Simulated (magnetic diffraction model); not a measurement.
**DyMnAg: what an assumed order does to the neutron pattern**

Space group Pnma (no. 62), a = 7.1380 Å, b = 4.4040 Å, c = 7.5880 Å.

| site | atom | x | y | z |
| --- | --- | --- | --- | --- |
| 4c | Dy | 0.5326 | 1/4 | 0.8387 |
| 4c | Ag | 0.2160 | 3/4 | 0.8698 |
| 4c | Mn | 0.8594 | 3/4 | 0.9395 |

The compound is invented for this exercise: a known structure type with other elements, its cell scaled to their sizes and not relaxed.

Only Dy is taken to order (form factors of Dy3+); orders and moment sizes are assumed, and not adapted to the symmetry. Radiation: neutrons of λ = 2.567 Å (absorption by Dy left out), 2° to 85°; isotropic B of 0.29 Å² (Dy), 0.28 Å² (Ag) and 0.41 Å² (Mn). Simulated constant-wavelength pattern: nuclear and magnetic terms add, the magnetic one as |2.695 fm × Σ f S⊥ exp(2πi Q·r) exp(−B s²)|², summed over all Q at one angle with the factor 1/(sin²θ cos θ). For a modulated order the moment at position r is S exp(−2πi k·r) + c.c., with S = m/2 for a sine wave of amplitude m and S = m(u + iv)/2 for moments turning in a plane, u and v being orthogonal unit vectors in it; the phase factor of the sum at Q = H + k is then exp(2πi H·r). Free-ion form factors, Sears's scattering lengths of 1992, no absorption; a label names one of the reflections at its angle. The strongest nuclear line in the range is 100, and lines under 0.2 are left out.

Assume the order k = (0 0 1/4), a sine wave with moments along [010] (amplitudes given), 7.4 μB on Dy; signs + at (0.5326, 1/4, 0.8387), + at (0.9674, 3/4, 0.3387), − at (0.0326, 1/4, 0.6613), + at (0.4674, 3/4, 0.1613).

Predict the pattern, nuclear and magnetic parts apart.

```csv
2θ (°),index,nuclear,magnetic
4.85,(0 0 1/4),0.0,264.6
14.58,(0 0 3/4),0.0,29.0
21.29,(1 0 1/4),0.0,26.9
24.41,(0 0 5/4),0.0,10.2
25.43,(1 0 3/4),0.0,18.7
28.58,(1 0 1),65.4,0.0
32.23,(1 0 5/4),0.0,11.4
34.25,(0 1 1/4),0.0,0.2
34.44,(0 0 7/4),0.0,5.0
37.07,(0 1 3/4),0.0,1.4
39.38,(0 1 1),45.9,0.0
39.55,(0 0 2),19.4,0.0
40.37,(1 1 1/4),0.0,4.1
40.53,(1 0 7/4),0.0,7.1
42.15,(2 0 0),18.4,0.0
42.21,(0 1 5/4),0.0,2.2
42.46,(2 0 1/4),0.0,6.4
42.84,(1 1 3/4),0.0,4.6
44.74,(0 0 9/4),0.0,2.9
44.83,(2 0 3/4),0.0,5.7
44.91,(1 1 1),39.9,0.0
45.05,(1 0 2),6.1,0.0
46.83,(2 0 1),20.4,0.0
47.46,(1 1 5/4),0.0,4.8
49.09,(0 1 7/4),0.0,2.4
49.31,(2 0 5/4),0.0,4.7
49.79,(1 0 9/4),0.0,4.6
53.83,(1 1 7/4),0.0,4.5
55.40,(2 1 1/4),0.0,4.4
55.44,(0 0 11/4),0.0,1.8
55.52,(2 0 7/4),0.0,3.6
57.29,(0 1 9/4),0.0,2.1
57.37,(2 1 3/4),0.0,4.3
57.55,(1 1 2),77.2,0.0
59.05,(2 1 1),100.0,0.0
59.17,(2 0 2),6.2,0.0
59.83,(1 0 11/4),0.0,3.1
61.18,(2 1 5/4),0.0,4.0
61.59,(1 1 9/4),0.0,3.9
63.15,(2 0 9/4),0.0,2.8
65.14,(1 0 3),32.0,0.0
65.52,(3 0 1/4),0.0,2.5
66.58,(0 1 11/4),0.0,1.8
66.66,(2 1 7/4),0.0,3.5
66.70,(0 0 13/4),0.0,1.2
67.31,(3 0 3/4),0.0,2.4
68.85,(3 0 1),6.3,0.0
69.97,(2 1 2),8.1,0.0
```
(The table stops after 48 lines; 29 more lie at higher angle.)

The strongest magnetic line in the range is (0 0 1/4) at 4.85° (264.6). On top of the Lorentz factor, which all lines share, magnetic lines fade with angle because f falls: for Dy3+ it is 0.96, 0.84, 0.69 and 0.41 at sin θ/λ = 0.1, 0.2, 0.3 and 0.5 Å⁻¹, while nuclear lengths stay constant. The order has no net moment.

[Logs are printed without paths, hosts, clocks, repeated set-up lines and the standing remarks that a program may print on its own settings, such as how far it seeks lower states.]
